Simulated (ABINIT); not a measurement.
Planning a run of ABINIT 10.8.3 on CsH (Pm-3m). The input:

```
acell 3*1.0 Angstrom
rprim 
  3.818408540000 0.000000000000 0.000000000000
  0.000000000000 3.818408540000 0.000000000000
  0.000000000000 0.000000000000 3.818408540000
ntypat 2
znucl 55 1
natom 2
typat 1 2
xred 
  0.000000000000 0.000000000000 0.000000000000
  0.500000000000 0.500000000000 0.500000000000
pp_dirpath "pseudos"
pseudos "Cs.upf, H.upf"
ecut 31
ngkpt 4 4 4
nshiftk 1
shiftk 0 0 0
kptopt 1
chksymbreak 0
istwfk *1
occopt 1
irdwfk 1
optdriver 4
nband 41
gwcalctyp 10
ecutsigx 31
symsigma 1
nkptgw 10
kptgw 
  0.0000000000 0.0000000000 0.0000000000
  0.2500000000 0.0000000000 0.0000000000
  0.5000000000 0.0000000000 0.0000000000
  0.2500000000 0.2500000000 0.0000000000
  0.5000000000 0.2500000000 0.0000000000
  0.5000000000 0.5000000000 0.0000000000
  0.2500000000 0.2500000000 0.2500000000
  0.5000000000 0.2500000000 0.2500000000
  0.5000000000 0.5000000000 0.2500000000
  0.5000000000 0.5000000000 0.5000000000
bdgw 
  1 11
  1 11
  1 11
  1 11
  1 11
  1 11
  1 11
  1 11
  1 11
  1 11
ecuteps 3.9
irdscr 1
ppmodel 1
indata_prefix "in"
outdata_prefix "out"
tmpdata_prefix "tmp"
```

```sh
OMP_NUM_THREADS=1 mpirun -n 4 abinit run.abi > log
```

Question: Estimate wall time and host memory on 4 MPI ranks of Arm Neoverse N1, shared host.

It took 60 s; on shared hardware allow 30 s to 2 min. Peak host memory was 1.0 GiB.

[Paths, hosts, dates, memory and timing lines, banners, echoed tables and standing remarks are left out of the program output.]

[Logs are printed without paths, hosts, clocks, repeated set-up lines and the standing remarks that a program may print on its own settings, such as how far it seeks lower states.]

[Runs of the session that timed out or met a known fault of the program may be left out.]

[Hosts, paths, dates, database ids (printed as entryN), source tags and the programs' standing remarks are cut or masked in the printed files.]

[G0W0 gaps are taken among the corrected bands and points alone; a level outside them can change the order at an edge.]

[Where Ansatz stands beside ABINIT at settings called matched, ABINIT's density can come from a denser mesh and the files from another edition; pairs whose starting gaps differed by over 0.03 eV were left out, so agreement reads better than it is.]
